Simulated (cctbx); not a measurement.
# What is wrong with this refinement?

Cell a = 4.6820 Å, b = 4.6820 Å, c = 4.6820 Å, α = 90.00°, β = 90.00°, γ = 90.00°; space group Pm-3m (no. 221). The compound is FeBi3.

Simulated single-crystal data (cctbx): synchrotron X-rays, λ = 0.6889 Å, to d = 0.65 Å, 95 % of the full sphere, strongest reflection 40000 counts, noise from counting, a 3 % proportional error and a noise floor of 4 counts (s.d.); no absorption.

An anisotropic refinement with weights 1/σ² prints:

```text
Rint 0.028, 62 unique reflections to 0.66 A
cycle     R1     wR2    GooF  max shift (A)
   1  0.0293  0.0581   6.138   0.00000
   2  0.0203  0.0352   3.719   0.00000
final R1 0.0203 wR2 0.0352 GooF 3.719  parameters 3  data/parameter 20.7
atom        x        y        z      Ueq    occ   su(xyz)  su(Uiso or U11)
Bi1    0.00000  0.50000  0.50000   0.0125  1.000  0.00000  0.0002
V1     0.00000  0.00000  0.00000   0.0129  1.000  0.00000  0.0006
difference map: max 6.64 min -0.84 rms 0.60
Q1    0.0000  0.0000  0.0000    1    6.64  0.00 A from V1
Q2    0.0000  0.5000  0.5000    3    4.87  0.00 A from Bi1
Q3    0.0000  0.0000  0.5000    3    0.57  2.34 A from Bi1
Q4    0.5000  0.5000  0.5000    1    0.48  2.34 A from Bi1
Q5    0.0000  0.1827  0.5000   12    0.33  1.49 A from Bi1
Q6    0.3921  0.3921  0.3921    8    0.31  1.97 A from Bi1
```

**Question.** Can this result stand? If not, what is the likely fault?

Mend it. The fault: wrong element: V1 is Fe. Against the right model at the same level, R1 goes from 0.0032 to 0.0203 and GooF from 0.87 to 3.72, U of V1 shrinks from 0.0189 to 0.0129 Å² and the top difference peak, 6.6 e/Å³, lies on V1. V1 has 3 electrons too few and its U shrinks to make up, as expected.

The compound is FeBi3. The right model at the same level gives:

```text
Rint 0.028, 62 unique reflections to 0.66 A
cycle     R1     wR2    GooF  max shift (A)
   1  0.0037  0.0098   1.033   0.00000
   2  0.0032  0.0082   0.872   0.00000
final R1 0.0032 wR2 0.0082 GooF 0.872  parameters 3  data/parameter 20.7
atom        x        y        z      Ueq    occ   su(xyz)  su(Uiso or U11)
Bi1    0.00000  0.50000  0.50000   0.0136  1.000  0.00000  0.0001
Fe1    0.00000  0.00000  0.00000   0.0189  1.000  0.00000  0.0001
difference map: max 0.31 min -0.34 rms 0.08
Q1    0.0000  0.0000  0.5000    3    0.31  2.34 A from Bi1
Q2    0.5000  0.5000  0.5000    1    0.25  2.34 A from Bi1
Q3    0.1475  0.3287  0.3287   24    0.19  1.33 A from Bi1
Q4    0.3371  0.5000  0.5000    6    0.18  1.58 A from Bi1
Q5    0.0000  0.1747  0.5000   12    0.18  1.52 A from Bi1
Q6    0.1402  0.1402  0.1402    8    0.17  1.14 A from Fe1
```

This is a model crystal, built by substitution and not relaxed, with assumed displacement parameters.

[Middle refinement cycles are left out of these outputs.]

[Logs are printed without paths, hosts, clocks, repeated set-up lines and the standing remarks that a program may print on its own settings, such as how far it seeks lower states.]
